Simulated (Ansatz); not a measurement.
# AlTlVS4, from a guessed structure to a relaxed one

Starting from a made-up structure for AlTlVS4, the aim is the relaxed cell, its shortest contacts and, where a second run follows, its electronic structure.

Main program and level: Ansatz 0.2.0; DFT, PBEsol, plane-wave PAW, files of the set soft_1, scalar-relativistic, ferromagnetic start, cell and ions relaxed at zero pressure; PAW set soft_1, in the first sound run; inputs show where later runs differ.

## Step 1: The starting structure

It takes space group R3m (No. 160, trigonal). Conventional cell: a = 3.933 Å, b = 3.933 Å, c = 38.477 Å, α = 90.00°, β = 90.00°, γ = 120.00°. Nearest to Tl lie 6 S at 2.56 to 2.67 Å. V has 4 S at 2.37 to 2.52 Å nearest. S has 1 V at 2.52 Å and 3 Tl at 2.56 Å nearest. Nearest to S lie 1 Al at 2.61 Å and 3 Tl at 2.67 Å. Nearest to S lie 3 V at 2.37 Å. Nearest to S lie 3 Al at 2.53 Å. Farther neighbours and most contacts between anions are not listed.

## Step 2: Relaxing cell and atoms

The guess takes its coordinates from another compound and its volume from a rule, so the cell and any free coordinates are relaxed together.

Input file input.yaml:

```yaml
crystal:
  lattice:
    - [1.9665, 1.135359304, 12.825666667]
    - [-1.9665, 1.135359304, 12.825666667]
    - [0.0, -2.270718609, 12.825666667]
  atoms:
    - { symbol: Tl, position: [0.99576666, 0.99576666, 0.99576666] }
    - { symbol: V, position: [0.233099993, 0.233099993, 0.233099993], spin: 2.0 }
    - { symbol: S, position: [0.298499993, 0.298499993, 0.298499993] }
    - { symbol: S, position: [0.69876666, 0.69876666, 0.69876666] }
    - { symbol: S, position: [0.88186666, 0.88186666, 0.88186666] }
    - { symbol: S, position: [0.128899993, 0.128899993, 0.128899993] }
    - { symbol: Al, position: [0.76656666, 0.76656666, 0.76656666] }
magnetization:
  spin_polarized: true
kpoints:
  mp_grid: { grid: [8, 8, 8] }
scf:
  occupations: { method: fermi_dirac, width: 0.05 }
hamiltonian:
  xc: pbesol
  pseudopotentials: { kind: paw, azcp: { folder: soft_1 }, xc_functional: pbe }
relax:
  f_tol: 0.015
  max_steps: 70
  cell: {}
output:
  forces: true
  stress: true
```

Command:

```bash
$ ansatz run input.yaml --threads 4 --pin off --max-ram 10240MiB --backend cpu --events-out ev --progress --plain --runs-dir out
```

Numbers of over 12 decimals in the logs are rounded to 6 here.

The log of the run:

```text
basis.fft_grid_basis auto: the FFT boxes are laid along the combinations [[1, 0, -1], [0, 1, -1], [0, 0, 1]] of the cell's own vectors, 3.933, 3.933 and 13.025 Å long. The dense box has 27×27×90 points. Along the cell's own vectors, as sized, it would have 90×90×90, 11.11 times as many. Of the 6 symmetry operations that the crystal satisfies within crystal.symmetry.tolerance (time reversal apart; of a slab, those tha [...]
Engine: ansatz 0.2.0, aarch64-unknown-linux-gnu
Pseudopotentials: kind: paw
Pseudopotential: Tl, paw, valence charge 13, recommended cutoff 420 eV (normal), soft_1/Tl.paw.azcp
Pseudopotential: V, paw, valence charge 13, recommended cutoff 420 eV (normal), soft_1/V.paw.azcp
Pseudopotential: S, paw, valence charge 6, recommended cutoff 420 eV (normal), soft_1/S.paw.azcp
Pseudopotential: Al, paw, valence charge 3, recommended cutoff 420 eV (normal), soft_1/Al.paw.azcp
Functional definition: PBEsol
  exchange = pbesol_x
  correlation = pbesol_c
Crystal: 7 atoms, lattice volume = 171.814 Å³
Basis set: ecut = 420 eV, 3403 PW (Γ), FFT grids on a1−a3, a2−a3, a3, exchange–correlation on 54×54×180 points (8 copies of the dense FFT grid, shifted against one another)
Bands: 35, of which v1, the nominal top of the filled ones, is band 27 counted from 1 (26 counted from 0)
Symmetry: 6 space group operations
Space group: R3m (ITA 160), of the structure as read, at distance tolerance 5.6e-5 Å
Magnetic group: BNS 160.65 (UNI 1295), of the structure as read, at distance tolerance 5.6e-5 Å
k-points: 65 of 512 (time reversal used)
Non-local potential: Tl, projectors of the file, l = 0: 2, l = 1: 2, l = 2: 2, l = 3: 1
Non-local potential: V, projectors of the file, l = 0: 3, l = 1: 2, l = 2: 3, l = 3: 1
Non-local potential: S, projectors of the file, l = 0: 2, l = 1: 2, l = 2: 1
Non-local potential: Al, projectors of the file, l = 0: 2, l = 1: 2, l = 2: 1
PAW form: soft (Blöchl's): semilocal exchange-correlation on the pseudo side does not see the compensation charge
PAW frozen core: Tl, regenerated for the run's functional, and the local potential with it (the file was generated under x = pbe(κ = 0.804, μ = 0.219515), c = pbe(β = 0.066725))
PAW frozen core: V, regenerated for the run's functional, and the local potential with it (the file was generated under x = pbe(κ = 0.804, μ = 0.219515), c = pbe(β = 0.066725))
PAW frozen core: S, regenerated for the run's functional, and the local potential with it (the file was generated under x = pbe(κ = 0.804, μ = 0.219515), c = pbe(β = 0.066725))
PAW frozen core: Al, regenerated for the run's functional, and the local potential with it (the file was generated under x = pbe(κ = 0.804, μ = 0.219515), c = pbe(β = 0.066725))
PAW one-centre angular grid: Tl, 590 points (default); XC on 64 Gauss nodes
PAW one-centre angular grid: V, 590 points (default); XC on 64 Gauss nodes
PAW one-centre angular grid: S, 110 points (default); XC on 64 Gauss nodes
PAW one-centre angular grid: Al, 110 points (default); XC on 64 Gauss nodes
Initial density: superposition of atomic densities (chi_scale 0.1, normalization cell, long waves 4 % of neutral atoms (reshape's long-wave potential 1.04 eV rms, cloud 2.58 Å wide))
Starting moments: Σ|m| = 2 μB on 1 of 7 sites
Initial wavefunctions: pseudopotential atomic-orbital guess
Functional: x = pbesol(κ = 0.804, μ = 0.123457), c = pbesol(β = 0.046)
SCF iter   1: F=—  HF=-18250.955533 eV  |F-HF|=—  |Δ(HF+E_count)|=         —  Δρ=2.89e-2 (↑2.89e-2 ↓1.85e-2)  dr2=1.52e1  dr2_m=1.52e-1  M=2.225 μB ∫|m|=2.358 μB  β_m=0.30  ethr=3.10e-3  ⟨swp⟩=9.3  Hψ=25201  notcnv=0
Mixer restart at iter 1: flushing history
preconditioner: auto → Kerker (q_TF=auto, 2.243 Å⁻¹)  [metal: Δε(μ)=0.036 eV  Ē_g=9.482 eV  σ=0.050 eV  W_gap=0.17  n_scr=38 (ndim 8)  ℏωp=19.0 eV  f_vac=0.012  D(μ)=3.16/eV (n_scr^D=6)]
spin=Collinear: Kerker preconditioning applied to the charge; magnetization (m = ρ↑ − ρ↓) channel mixes plain (no charge-response kernel on spin).
SCF iter   2: F=—  HF=-18251.016114 eV  |F-HF|=—  |Δ(HF+E_count)|=   6.06e-2  Δρ=1.91e-2 (↑1.91e-2 ↓1.32e-2)  dr2=1.02e1  dr2_m=7.01e-2  M=2.264 μB ∫|m|=2.409 μB  β_m=0.61  ethr=3.10e-3  ⟨swp⟩=2.8  Hψ=7305  notcnv=0  defer=108
SCF iter   3: F=—  HF=-18250.167666 eV  |F-HF|=—  |Δ(HF+E_count)|=   8.48e-1  Δρ=7.65e-3 (↑7.65e-3 ↓4.42e-3)  dr2=3.98e0  dr2_m=1.36e-2  M=2.425 μB ∫|m|=2.656 μB  β_m=0.62  ethr=3.10e-3  ⟨swp⟩=3.3  Hψ=8716  notcnv=0  defer=107
SCF iter   4: F=—  HF=-18249.628706 eV  |F-HF|=—  |Δ(HF+E_count)|=   5.39e-1  Δρ=6.59e-3 (↑6.59e-3 ↓5.28e-3)  dr2=1.61e0  dr2_m=6.28e-3  M=2.510 μB ∫|m|=2.800 μB  β_m=0.81  ethr=3.10e-3  ⟨swp⟩=3.2  Hψ=7578  notcnv=0  defer=116
SCF iter   5: F=—  HF=-18249.461629 eV  |F-HF|=—  |Δ(HF+E_count)|=   1.67e-1  Δρ=3.61e-3 (↑3.61e-3 ↓2.67e-3)  dr2=3.55e-1  dr2_m=1.94e-3  M=2.504 μB ∫|m|=2.824 μB  β_m=0.90  ethr=3.04e-3  ⟨swp⟩=3.2  Hψ=7149  notcnv=0  defer=137
SCF iter   6: F=—  HF=-18249.435823 eV  |F-HF|=—  |Δ(HF+E_count)|=   2.58e-2  Δρ=2.30e-3 (↑2.30e-3 ↓1.62e-3)  dr2=1.50e-1  dr2_m=4.83e-4  M=2.527 μB ∫|m|=2.825 μB  β_m=0.95  ethr=6.70e-4  ⟨swp⟩=3.2  Hψ=6229  notcnv=0  defer=161
SCF iter   7: F=—  HF=-18249.426519 eV  |F-HF|=—  |Δ(HF+E_count)|=         —  Δρ=8.43e-4 (↑6.50e-4 ↓8.43e-4)  dr2=1.03e-2  dr2_m=7.95e-5  M=2.533 μB ∫|m|=2.831 μB  β_m=0.95  ethr=2.83e-4  ⟨swp⟩=3.6  Hψ=6579  notcnv=0  defer=156
Mixer restart at iter 7: flushing history
SCF iter   8: F=—  HF=-18249.427779 eV  |F-HF|=—  |Δ(HF+E_count)|=   1.26e-3  Δρ=1.46e-3 (↑1.46e-3 ↓3.59e-4)  dr2=7.45e-3  dr2_m=8.07e-4  M=2.511 μB ∫|m|=2.805 μB  β_m=0.80  ethr=1.94e-5  ⟨swp⟩=2.1  Hψ=9241  notcnv=0  defer=152
SCF iter   9: F=—  HF=-18249.428253 eV  |F-HF|=—  |Δ(HF+E_count)|=   4.74e-4  Δρ=4.12e-4 (↑4.12e-4 ↓2.32e-4)  dr2=2.12e-3  dr2_m=3.86e-5  M=2.524 μB ∫|m|=2.819 μB  β_m=0.83  ethr=1.41e-5  ⟨swp⟩=2.1  Hψ=8752  notcnv=0  defer=154
SCF iter  10: F=—  HF=-18249.428437 eV  |F-HF|=—  |Δ(HF+E_count)|=   1.84e-4  Δρ=1.93e-4 (↑1.93e-4 ↓1.38e-4)  dr2=1.06e-3  dr2_m=4.22e-6  M=2.521 μB ∫|m|=2.815 μB  β_m=0.92  ethr=3.99e-6  ⟨swp⟩=1.0  Hψ=4551  notcnv=0  defer=153
SCF iter  11: F=—  HF=-18249.428551 eV  |F-HF|=—  |Δ(HF+E_count)|=   1.14e-4  Δρ=2.11e-4 (↑2.11e-4 ↓5.46e-5)  dr2=4.33e-4  dr2_m=1.26e-5  M=2.522 μB ∫|m|=2.816 μB  β_m=0.96  ethr=1.99e-6  ⟨swp⟩=1.3  Hψ=4625  notcnv=0  defer=155
SCF iter  12: F=—  HF=-18249.428520 eV  |F-HF|=—  |Δ(HF+E_count)|=   3.07e-5  Δρ=4.53e-5 (↑4.53e-5 ↓2.32e-5)  dr2=5.54e-5  dr2_m=5.61e-7  M=2.521 μB ∫|m|=2.814 μB  β_m=0.98  ethr=8.17e-7  ⟨swp⟩=2.3  Hψ=6448  notcnv=0  defer=155
[...]
relax step  12: F+E_penalty+E_count = -18251.29673955 eV  Δ(F+E_penalty+E_count) = -6.321e-5 eV  max|allowed force component| = 6.406e-3 eV/Å  Δτ_max = 0.0056 Å  P = +0.010 GPa  Ω = 164.186 Å³  energy of the carried Pulay correction = +1.302e-3 eV  (11 SCF iters, dr2 threshold 3.25e-8 eV, accepted)
relax step  13: F+E_penalty+E_count = -18251.29715443 eV  Δ(F+E_penalty+E_count) = -4.149e-4 eV  max|allowed force component| = 6.355e-3 eV/Å  Δτ_max = 0.0000 Å  P = +0.023 GPa  Ω = 164.186 Å³  stress off target by 5.97e-2 GPa  SCF on the basis re-selected at this cell (its energy is not comparable with the rows above)  (15 SCF iters)
relax step  14: F+E_penalty+E_count = -18251.29719206 eV  Δ(F+E_penalty+E_count) = -3.764e-5 eV  max|allowed force component| = 6.731e-3 eV/Å  Δτ_max = 0.0046 Å  P = +0.008 GPa  Ω = 164.477 Å³  energy of the carried Pulay correction = -5.568e-5 eV  (11 SCF iters, dr2 threshold 8.93e-9 eV, accepted)
relax step  15: F+E_penalty+E_count = -18251.29719480 eV  Δ(F+E_penalty+E_count) = -2.735e-6 eV  max|allowed force component| = 5.144e-3 eV/Å  Δτ_max = 0.0049 Å  P = -0.002 GPa  Ω = 164.684 Å³  energy of the carried Pulay correction = -9.442e-5 eV  (14 SCF iters, accepted)
iter 1 solved again at ethr=4.27e-6 eV; its pass at ethr=3.10e-3 eV (dr2=2.26e-3 eV) is discarded
SCF iter   1: F=—  HF=-18251.297157 eV  |F-HF|=—  |Δ(HF+E_count)|=         —  Δρ=4.42e-5 (↑4.42e-5 ↓4.03e-5)  dr2=3.58e-7  dr2_m=9.04e-9  M=0.651 μB ∫|m|=0.959 μB  β_m=0.65  ethr=4.27e-6  ⟨swp⟩=3.0  Hψ=34526  notcnv=0
eigensolver tolerance schedule: the retry pair's looser diagonalisation over-reported the residual by 6317.38 of it (diagonalisation noise at an unbounded share of the residual, at the tolerance the schedule requests for it); recorded, not acted on — ethr = c·dr2/N_el stays at c = 1.0e-1
spin=Collinear: Kerker preconditioning applied to the charge; magnetization (m = ρ↑ − ρ↓) channel mixes plain (no charge-response kernel on spin).
SCF iter   2: F=—  HF=-18251.297279 eV  |F-HF|=—  |Δ(HF+E_count)|=   1.22e-4  Δρ=1.59e-5 (↑1.59e-5 ↓1.45e-5)  dr2=9.02e-8  dr2_m=1.07e-9  M=0.651 μB ∫|m|=0.959 μB  β_m=0.55  ethr=6.75e-10  ⟨swp⟩=4.3  Hψ=11684  notcnv=0
SCF iter   3: F=—  HF=-18251.297293 eV  |F-HF|=—  |Δ(HF+E_count)|=   1.33e-5  Δρ=7.78e-6 (↑7.78e-6 ↓7.12e-6)  dr2=2.04e-8  dr2_m=3.49e-10  M=0.651 μB ∫|m|=0.959 μB  β_m=0.77  ethr=1.70e-10  ⟨swp⟩=2.1  Hψ=6084  notcnv=0
SCF iter   4: F=—  HF=-18251.297297 eV  |F-HF|=—  |Δ(HF+E_count)|=   4.22e-6  Δρ=3.24e-7 (↑3.24e-7 ↓3.01e-7)  dr2=3.23e-10  dr2_m=2.57e-12  M=0.651 μB ∫|m|=0.959 μB  β_m=0.76  ethr=3.86e-11  ⟨swp⟩=2.1  Hψ=6827  notcnv=0
SCF iter   5: F=—  HF=-18251.297296 eV  |F-HF|=—  |Δ(HF+E_count)|=   5.97e-7  Δρ=3.34e-7 (↑3.34e-7 ↓2.17e-7)  dr2=8.66e-10  dr2_m=6.36e-12  M=0.651 μB ∫|m|=0.959 μB  β_m=0.76  ethr=1.00e-12  ⟨swp⟩=2.2  Hψ=7980  notcnv=0
SCF iter   6: F=—  HF=-18251.297296 eV  |F-HF|=—  |Δ(HF+E_count)|=  7.28e-10  Δρ=2.06e-7 (↑2.06e-7 ↓1.92e-7)  dr2=7.65e-10  dr2_m=5.74e-13  M=0.651 μB ∫|m|=0.959 μB  β_m=0.88  ethr=1.00e-12  ⟨swp⟩=2.6  Hψ=7607  notcnv=0
SCF iter   7: F=—  HF=-18251.297296 eV  |F-HF|=—  |Δ(HF+E_count)|=  6.40e-10  Δρ=1.05e-7 (↑1.05e-7 ↓8.35e-8)  dr2=2.10e-10  dr2_m=3.66e-13  M=0.651 μB ∫|m|=0.959 μB  β_m=0.94  ethr=1.00e-12  ⟨swp⟩=2.0  Hψ=6768  notcnv=0
SCF iter   8: F=—  HF=-18251.297296 eV  |F-HF|=—  |Δ(HF+E_count)|=  7.64e-11  Δρ=6.17e-8 (↑6.17e-8 ↓3.85e-8)  dr2=6.32e-11  dr2_m=2.87e-13  M=0.651 μB ∫|m|=0.959 μB  β_m=0.97  ethr=1.00e-12  ⟨swp⟩=1.4  Hψ=4605  notcnv=0
SCF iter   9: F=—  HF=-18251.297296 eV  |F-HF|=—  |Δ(HF+E_count)|=  3.64e-12  Δρ=3.97e-8 (↑3.97e-8 ↓2.09e-8)  dr2=1.73e-11  dr2_m=1.65e-13  M=0.651 μB ∫|m|=0.959 μB  β_m=0.99  ethr=1.00e-12  ⟨swp⟩=1.0  Hψ=4550  notcnv=0
SCF iter  10: F=—  HF=-18251.297296 eV  |F-HF|=—  |Δ(HF+E_count)|=  1.46e-11  Δρ=7.42e-8 (↑7.42e-8 ↓6.26e-8)  dr2=9.24e-11  dr2_m=5.99e-14  M=0.651 μB ∫|m|=0.959 μB  β_m=0.99  ethr=1.00e-12  ⟨swp⟩=1.0  Hψ=4550  notcnv=0
SCF iter  11: F=-18251.297296 eV  HF=-18251.297296 eV  |F-HF|=7.28e-12  |Δ(HF+E_count)|=    0.00e0  Δρ=1.96e-8 (↑1.96e-8 ↓1.58e-8)  dr2=5.30e-12  dr2_m=6.05e-15  M=0.651 μB ∫|m|=0.959 μB  ethr=1.00e-12  ⟨swp⟩=3.0  Hψ=12769  notcnv=0
SCF 16 converged in 11 iterations: F = -18251.297296 eV  dr2 = 5.30e-12
relax step  16: F+E_penalty+E_count = -18251.29729614 eV  Δ(F+E_penalty+E_count) = -1.013e-4 eV  max|allowed force component| = 5.138e-3 eV/Å  Δτ_max = 0.0000 Å  P = -0.001 GPa  Ω = 164.684 Å³  stress off target by 5.21e-3 GPa  SCF on the basis re-selected at this cell (its energy is not comparable with the rows above)  (11 SCF iters)
basis re-selected at this cell: Δ(F+E_penalty+E_count) = -1.013e-4 eV, ΔP = +0.000 GPa vs the last step (what re-selecting the basis moved, of the pressure what is left beyond the Pulay correction that the steps carried, after the strain that the cell walked since its last selection, with what the two solves' SCF thresholds leave and, on support functions, any second-order correction that the steps lacked; it is no m [...]
SCF converged after 11 iterations
Magnetization: 0.6506 μB (26.8253 up, 26.1747 down)
Absolute magnetization: 0.9593 μB (∫|ρ↑−ρ↓|, with the PAW one-centre terms)
Spin contamination: 0.0326 ħ² per cell (⟨S²⟩ above its minimum at these occupations)
Per-site moments (μB) at R_I (Å): [(-0.00338013, 1.145321), (0.543077, 0.835285), (-0.063765, 0.835285), (-0.0038735, 0.890909), (-0.010843, 0.942025), (0.000138512, 0.967221), (-0.000130944, 0.890909)]
Free energy (F): -18251.297296 eV
Harris-Foulkes:  -18251.297296 eV  (|F-HF|=7.28e-12)
Internal energy: -18251.283269 eV  (E = F + TS)
E sigma→0 (E₀):  -18251.290283 eV
Entropy (-TS):   -0.014027 eV (-2.004 meV/atom)
Fermi energy:    5.886730 eV
--- Per-component energies (eV) ---
  E_band       = -338.443332
  E_kinetic    = 1006.092215
  E_local      = -4254.222350  (includes V_loc(G=0)·N_el)
  E_nonlocal   = 550.266702
  E_hartree    = 1740.132404
  E_xc         = -686.379814
  E_vxc        = -625.647739  (∫ρ·V_xc dr)
  E_paw        = -13962.976706  (= ΣΔE_a)
  E_vpaw       = -495.198009  (= ΣTr[D̂ρ^β])
  E_aug_tail   = 0.000943  (compensation charges beyond the density's cutoff)
  E_ewald      = -2644.651612
  E_core_change = 0.454949  (= ΣΔE_core)
  E_smearing   = -0.014027  (= −TS)
  E_closure    = -0.000000  (closes the sum)
  Σ components = -18251.297296   (vs F -18251.297296, Δ=0.00e0)
--- Forces (eV/Å), atoms counted from 1 ---
  atom   1  Tl     0.00000000     0.00000000    -0.00287918
  atom   2  V      0.00000000    -0.00000000     0.00510132
  atom   3  S      0.00000000     0.00000000    -0.00308145
  atom   4  S      0.00000000    -0.00000000     0.00513781
  atom   5  S      0.00000000     0.00000000    -0.00084070
  atom   6  S      0.00000000     0.00000000    -0.00007670
  atom   7  Al     0.00000000     0.00000000    -0.00336042
  max |Σ_I F_I| component: 6.84e-7 eV/Å
--- Stress (GPa, compression-positive) ---
        0.000674       0.000000       0.000000
        0.000000       0.000674       0.000000
        0.000000       0.000000      -0.005214
  P = ⅓ Tr σ = -0.0013 GPa (-0.013 kbar)
--- Relaxed structure (14 steps of the walk, 14 accepted, 2 SCFs on fresh bases) ---
  F+E_penalty+E_count = -18251.29729614 eV   max|allowed force component| = 5.138e-3 eV/Å   (the final SCF, on the basis selected at the relaxed cell)
  cell:  # Å, volume = 164.6835 Å³
    - [1.850326, 1.068286, 13.885551]
    - [-1.850326, 1.068286, 13.885551]
    - [0, -2.136572, 13.885551]
  atoms:
    - { symbol: Tl, position: [1.009994, 1.009994, 1.009994] }
    - { symbol: V, position: [0.226552, 0.226552, 0.226552] }
    - { symbol: S, position: [0.275162, 0.275162, 0.275162] }
    - { symbol: S, position: [0.719227, 0.719227, 0.719227] }
    - { symbol: S, position: [0.873860, 0.873860, 0.873860] }
    - { symbol: S, position: [0.127596, 0.127596, 0.127596] }
    - { symbol: Al, position: [0.771075, 0.771075, 0.771075] }
```

Elapsed: 6.7 min, on 4 threads of Arm Neoverse V1, shared host; peak memory 0.89 GiB.

Step by step:

| step | energy less that of the first step (eV) | largest force component (eV/Å) | pressure (GPa) | volume (Å³) |
| --- | --- | --- | --- | --- |
| 1 | 0.0000 | 3.0400 | -3.76 | 171.81 |
| 2 | -1.0498 | 1.9238 | -3.84 | 168.08 |
| 3 | -1.4530 | 1.8904 | 0.67 | 159.86 |
| 4 | -1.5971 | 0.8138 | -0.22 | 159.31 |
| 5 | -1.6769 | 0.3838 | 0.36 | 155.11 |
| 6 | -1.7122 | 0.2839 | 0.81 | 154.72 |
| 7 | -1.7727 | 1.5105 | 1.20 | 156.64 |
| 8 | -1.8119 | 1.4531 | 0.08 | 164.79 |
| 9 | -1.8609 | 0.2697 | 0.02 | 162.40 |
| 10 | -1.8664 | 0.1070 | 0.33 | 162.72 |
| 11 | -1.8682 | 0.0193 | 0.09 | 163.67 |
| 12 | -1.8682 | 0.0064 | 0.01 | 164.19 |
| 13* | -1.8686 | 0.0064 | 0.02 | 164.19 |
| 14 | -1.8687 | 0.0067 | 0.01 | 164.48 |
| 15 | -1.8687 | 0.0051 | 0.00 | 164.68 |
| 16* | -1.8688 | 0.0051 | 0.00 | 164.68 |

Relaxation steps marked * repeat the geometry before them on a plane-wave basis chosen anew for their cell, so energy and pressure can jump there.

The run keeps the 6 symmetry operations that it works with, so distortions that break them were not tested.

| conventional cell, symmetrised | before | after | change |
| --- | --- | --- | --- |
| a (Å) | 3.933 | 3.701 | -5.9 % |
| b (Å) | 3.933 | 3.701 | -5.9 % |
| c (Å) | 38.477 | 41.657 | +8.3 % |
| volume (Å³/atom) | 24.54 | 23.53 | -4.2 % |

The atoms that moved most (Å, as changes of fractional coordinates times the final cell):

| atom | dx | dy | dz | length |
| --- | --- | --- | --- | --- |
| S3 | 0.000 | 0.000 | -0.972 | 0.972 |
| S4 | 0.000 | 0.000 | 0.852 | 0.852 |
| Tl1 | 0.000 | 0.000 | 0.593 | 0.593 |
| S5 | 0.000 | 0.000 | -0.334 | 0.334 |
| V2 | 0.000 | 0.000 | -0.273 | 0.273 |
| Al7 | 0.000 | 0.000 | 0.188 | 0.188 |
| S6 | 0.000 | 0.000 | -0.054 | 0.054 |

Final coordinates:

```cif
data_structure
_symmetry_space_group_name_H-M 'P 1'
_symmetry_Int_Tables_number 1
_cell_length_a 14.0490
_cell_length_b 14.0490
_cell_length_c 14.0490
_cell_angle_alpha 15.136
_cell_angle_beta 15.136
_cell_angle_gamma 15.136
_cell_volume 164.68
loop_
_atom_site_label
_atom_site_type_symbol
_atom_site_fract_x
_atom_site_fract_y
_atom_site_fract_z
_atom_site_occupancy
Tl1 Tl 0.00999 0.00999 0.00999 1
V2 V 0.22655 0.22655 0.22655 1
S3 S 0.27516 0.27516 0.27516 1
S4 S 0.71923 0.71923 0.71923 1
S5 S 0.87386 0.87386 0.87386 1
S6 S 0.12760 0.12760 0.12760 1
Al7 Al 0.77107 0.77107 0.77107 1
```

Numbers from this step:

```
free energy             : -18251.2973 eV
energy at zero smearing : -18251.2903 eV
smearing term TS        : 0.01403 eV
Fermi energy            : 5.887 eV
magnetization           : 0.6506 μB
absolute magnetization  : 0.9593 μB
site moments            : -0.003380, 0.5431, -0.06377, -0.003873, -0.01084, 1.39e-4, -1.31e-4 μB
electrons               : 53
symmetry operations     : 6
pressure                : -0.001288 GPa
```

Site moment by atom:

| atom | site moment (μB) |
| --- | --- |
| Tl1 | -0.003 |
| V2 | 0.543 |
| S3 | -0.064 |
| S4 | -0.004 |
| S5 | -0.011 |
| S6 | 0.000 |
| Al7 | 0.000 |

The shortest distance of each pair, which need not be the same contact before and after:

| pair | guess (Å) | relaxed (Å) |
| --- | --- | --- |
| S–V | 2.373 | 2.025 |
| Al–S | 2.530 | 2.160 |
| S–Tl | 2.558 | 2.777 |
| S–S | 3.433 | 3.547 |
| Tl–Tl | 3.933 | 3.701 |

The relaxation ends with a largest force component of 0.0051 eV/Å and a pressure of 0.00 GPa.

(Part 1 of 2 ends here.)

[Logs are printed without paths, hosts, clocks, repeated set-up lines and the standing remarks that a program may print on its own settings, such as how far it seeks lower states.]

[Hosts, paths, dates, database ids (printed as entryN), source tags and the programs' standing remarks are cut or masked in the printed files.]
